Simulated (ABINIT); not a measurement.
An input for ABINIT 10.8.3 (LiBH4 (F-43m)):

```
acell 3*1.0 Angstrom
rprim 
  0.000000000000 2.855319000000 2.855319000000
  2.855319000000 0.000000000000 2.855319000000
  2.855319000000 2.855319000000 0.000000000000
ntypat 3
znucl 3 5 1
natom 6
typat 1 2 3 3 3 3
xred 
  0.000000000000 0.000000000000 0.000000000000
  0.500000000000 0.500000000000 0.500000000000
  0.376786667500 0.376786667500 0.376786667500
  0.869639997500 0.376786667500 0.376786667500
  0.376786667500 0.376786667500 0.869639997500
  0.376786667500 0.869639997500 0.376786667500
pp_dirpath "pseudos"
pseudos "Li.upf, B.upf, H.upf"
ecut 34
ngkpt 4 4 4
nshiftk 1
shiftk 0 0 0
kptopt 1
chksymbreak 0
istwfk *1
occopt 1
irdwfk 1
optdriver 4
nband 40
gwcalctyp 28
ecutsigx 34
symsigma 0
nkptgw 8
kptgw 
  0.0000000000 0.0000000000 0.0000000000
  0.2500000000 0.0000000000 0.0000000000
  0.5000000000 0.0000000000 0.0000000000
  0.2500000000 0.2500000000 0.0000000000
  0.5000000000 0.2500000000 0.0000000000
  -0.2500000000 0.2500000000 0.0000000000
  0.5000000000 0.5000000000 0.0000000000
  -0.2500000000 0.5000000000 0.2500000000
bdgw 
  1 13
  1 13
  1 13
  1 13
  1 13
  1 13
  1 13
  1 13
ecuteps 4
irdscr 1
ppmodel 1
indata_prefix "in"
outdata_prefix "out"
tmpdata_prefix "tmp"
```

```sh
OMP_NUM_THREADS=1 mpirun -n 4 abinit run.abi > log
```

**Question.** How long will it take on 4 MPI ranks of Intel Xeon 6975P-C (Granite Rapids), shared host, and how much memory?

It took 43 s; on shared hardware allow 22 s to 86 s. Peak host memory was 1.1 GiB.

[Paths, hosts, dates, memory and timing lines, banners, echoed tables and standing remarks are left out of the program output.]

[Logs are printed without paths, hosts, clocks, repeated set-up lines and the standing remarks that a program may print on its own settings, such as how far it seeks lower states.]

[Runs of the session that timed out or met a known fault of the program may be left out.]

[Hosts, paths, dates, database ids (printed as entryN), source tags and the programs' standing remarks are cut or masked in the printed files.]

[G0W0 gaps are taken among the corrected bands and points alone; a level outside them can change the order at an edge.]

[Where Ansatz stands beside ABINIT at settings called matched, ABINIT's density can come from a denser mesh and the files from another edition; pairs whose starting gaps differed by over 0.03 eV were left out, so agreement reads better than it is.]
